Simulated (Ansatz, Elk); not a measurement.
# Bonding as seen by X-rays: KCr2Se4, part 2 of 2

Structure refinements treat a crystal as free atoms side by side. For a made-up structure of KCr2Se4 (cell and positions from a PBE relaxation) the runs below show what the calculated density changes in F(hkl).

Elk 11.2.3 (patched build); all-electron DFT.

So far: The starting structure; Ground state and structure factors; The magnetisation density; The highest occupied states alone.

The structure was built from a prototype and need not be the compound's stable phase.

## (5) Another functional

Level of this step: DFT, LDA (Perdew-Wang), all-electron APW+lo, Dirac cores, scalar-relativistic bands, static density, ferromagnetic start (Elk).

The difference from free atoms is small, so it is set against the change that LDA (Perdew-Wang) makes.

elk.in

```
tasks
  0
  195
  196

xctype
  3

spinpol
  .true.

rgkmax
  7.0

gmaxvr
  14.0

lmaxo
  7

lmaxapw
  8

swidth
  0.002

tshift
  .false.

ramdisk
  .false.

hmaxvr
  5.5

maxscl
  120

epspot
  1e-06

reducebf
  0.8

sppath
  './'

avec
  7.17263416335 0.00000000000 0.00000000000
  -3.58631708167 6.21168339751 -0.00000000000
  0.00000000000 -0.00000000000 24.53574234371

atoms
  3
  'Se.in'
  4
  0.0000000000 0.0000000000 0.3848720189   0.000000 0.000000 0.000000
  0.6666666667 0.3333333333 0.1851401491   0.000000 0.000000 0.000000
  0.6666666667 0.3333333333 0.8148598509   0.000000 0.000000 0.000000
  -0.0000000000 -0.0000000000 0.6151279811   0.000000 0.000000 0.000000
  'Cr.in'
  2
  0.3333333333 0.6666666667 0.2895940778   0.000000 0.000000 -0.135000
  0.3333333333 0.6666666667 0.7104059222   0.000000 0.000000 -0.135000
  'K.in'
  1
  -0.0000000000 -0.0000000000 -0.0000000000   0.000000 0.000000 0.000000

ngridk
  6 6 2
```

Launch:

```
$ OMP_NUM_THREADS=4 elk
```

Numbers of over 12 decimals in the logs are rounded to 6 here.

What it wrote:

```text
┌─────────────────────────┐
│ Elk code version 11.2.3 │
└─────────────────────────┘

All units are atomic (Hartree, Bohr, etc.)

┌─────────────────────────────────────────────────┐
│ Ground-state run starting from atomic densities │
└─────────────────────────────────────────────────┘

Lattice vectors :
   7.172634163       0.000000000       0.000000000
  -3.586317082       6.211683398      -0.000000000
   0.000000000      -0.000000000       24.53574234

Reciprocal lattice vectors :
  0.8759941138      0.5057554374       0.000000000
[...]
total calculated charge     :    202.9993426
 total charge                :    203.0000000
 error                       :   0.6573836448E-03

Moments :
 interstitial                :   0.3312330451
 muffin-tins
  species : 1 (Se)
[...]
species : 2 (Cr)
[...]
atom 2                    :    2.756009156
  species : 3 (K)
   atom 1                    :  -0.3844788024E-02
 total in muffin-tins        :    5.039133224
 total moment                :    5.370366269

┌──────────────────────────────┐
│ Self-consistent loop stopped │
└──────────────────────────────┘

Wrote STATE.OUT
[key lines of the parts left out:]
total energy                :     -12406.829811482
```

Wall time 4.1 min (4 threads of Arm Neoverse V2, shared host); peak memory 0.5 GiB; 15 min of CPU time.

Against the first run R = 0.06 %; the largest change is -0.063 at 300. The moment goes from 5.43 to 5.37 μB.

## (6) Basis size

The basis and the expansions that go with it are enlarged, to see whether the differences are converged.

elk.in, as its differences from that of step 5:

```diff
@@ -6,3 +6,3 @@
 xctype
-  3
+  20
 
@@ -12,12 +12,12 @@
 rgkmax
-  7.0
+  8.5
 
 gmaxvr
-  14.0
+  18.0
 
 lmaxo
-  7
+  9
 
 lmaxapw
-  8
+  10
```

Launch:

```
$ OMP_NUM_THREADS=4 elk
```

What it wrote:

```text
┌─────────────────────────┐
│ Elk code version 11.2.3 │
└─────────────────────────┘

All units are atomic (Hartree, Bohr, etc.)

┌─────────────────────────────────────────────────┐
│ Ground-state run starting from atomic densities │
└─────────────────────────────────────────────────┘

Lattice vectors :
   7.172634163       0.000000000       0.000000000
  -3.586317082       6.211683398      -0.000000000
   0.000000000      -0.000000000       24.53574234

Reciprocal lattice vectors :
  0.8759941138      0.5057554374       0.000000000
[...]
error                       :   0.4085660132E-03

Moments :
 interstitial                :   0.3264175257
 muffin-tins
  species : 1 (Se)
[...]
species : 2 (Cr)
[...]
atom 2                    :    2.816289640
  species : 3 (K)
   atom 1                    :  -0.3462737267E-02
 total in muffin-tins        :    5.100481546
 total moment                :    5.426899071

RMS change in Kohn-Sham potential (target) :   0.2418021188E-03 (  0.1000000000E-05)
Absolute change in total energy (target)   :   0.8306425048E-02 (  0.1000000000E-03)

┌──────────────────┐
│ Loop number : 13 │
└──────────────────┘
[key lines of the parts left out:]
total energy                :     -12425.023218889
```

The job ended after 8 min (4 threads; peak memory 1 GiB).

The run was cut off at its time limit.

## (7) With a Hubbard U

A Hubbard U is put on the d shell, to see how far it moves the factors.

elk.in, as its differences from that of step 6:

```diff
@@ -12,12 +12,12 @@
 rgkmax
-  8.5
+  7.0
 
 gmaxvr
-  18.0
+  14.0
 
 lmaxo
-  9
+  7
 
 lmaxapw
-  10
+  8
 
@@ -70 +70,5 @@
   6 6 2
+
+dft+u
+  1 1
+  2 2 0.128623 0.000000
```

Launch:

```
$ OMP_NUM_THREADS=4 elk
```

What it wrote:

```text
┌─────────────────────────┐
│ Elk code version 11.2.3 │
└─────────────────────────┘

All units are atomic (Hartree, Bohr, etc.)

┌─────────────────────────────────────────────────┐
│ Ground-state run starting from atomic densities │
└─────────────────────────────────────────────────┘

Lattice vectors :
   7.172634163       0.000000000       0.000000000
  -3.586317082       6.211683398      -0.000000000
   0.000000000      -0.000000000       24.53574234

Reciprocal lattice vectors :
  0.8759941138      0.5057554374       0.000000000
[...]
error                       :   0.6817824254E-03

Moments :
 interstitial                :   0.2226225699
 muffin-tins
  species : 1 (Se)
[...]
species : 2 (Cr)
[...]
atom 2                    :    3.163383069
  species : 3 (K)
   atom 1                    :  -0.6307225363E-02
 total in muffin-tins        :    5.609946117
 total moment                :    5.832568687

RMS change in Kohn-Sham potential (target) :   0.1457029647E-01 (  0.1000000000E-05)
Absolute change in total energy (target)   :   0.1799996947     (  0.1000000000E-03)

┌──────────────────┐
│ Loop number : 13 │
└──────────────────┘
[key lines of the parts left out:]
total energy                :     -12424.899811186
```

The job ended after 4.8 min (4 threads; peak memory 0.65 GiB).

The run was cut off at its time limit.

## (8) Settings against the effect

```csv
run,R against the first run (%),"R against neutral atoms, low angle (%)",wall time
"PBE, rgkmax 7",0.00,0.65,11 min
LDA (Perdew-Wang),0.06,0.65,4.1 min
```

## (9) Outcome

```json
{
  "R against neutral atoms, sin θ/λ < 0.3 Å⁻¹": "0.65 %",
  "R against neutral atoms, 0.3 to 0.71 Å⁻¹": "0.24 %"
}
```

**Reading.** Independent neutral atoms miss the calculated amplitudes by R = 0.65 % below 0.3 Å⁻¹ and 0.24 % from there to 0.71 Å⁻¹; by shells, 0.47 % below 0.15 Å⁻¹ (3 forms), 0.66 % 0.15 to 0.3 (15 forms), 0.26 % 0.3 to 0.45 (29 forms), 0.23 % above 0.45 (102 forms). Bonding, aspherical density and the tables' own atoms all enter these figures, and the runs don't part them. The largest change of an amplitude is -0.81 electrons, at 110. R counts amplitudes alone; phases shift too. The magnetic order is that of the start. No other order was tried here, and an antiferromagnetic one would change or move the magnetic intensity. The window's part falls from 30.3 electrons at the origin to at most 1.03 between 0.45 and 0.71 Å⁻¹, where compact states inside the window still scatter. Below 0.3 Å⁻¹ the changes that finished (LDA (Perdew-Wang)) move F by R = 0.03 % at most, against the 0.65 % that separates it from free atoms. The magnetic factors move by R = 1.9 % (LDA (Perdew-Wang)). The basis has no finished test. The k-mesh has no finished test. Part of the difference isn't bonding: the tables are fits to free atoms and ions calculated by other methods than this functional. Thermal motion, anomalous dispersion and extinction are left out.

[Logs are printed without paths, hosts, clocks, repeated set-up lines and the standing remarks that a program may print on its own settings, such as how far it seeks lower states.]

[Hosts, paths, dates, database ids (printed as entryN), source tags and the programs' standing remarks are cut or masked in the printed files.]
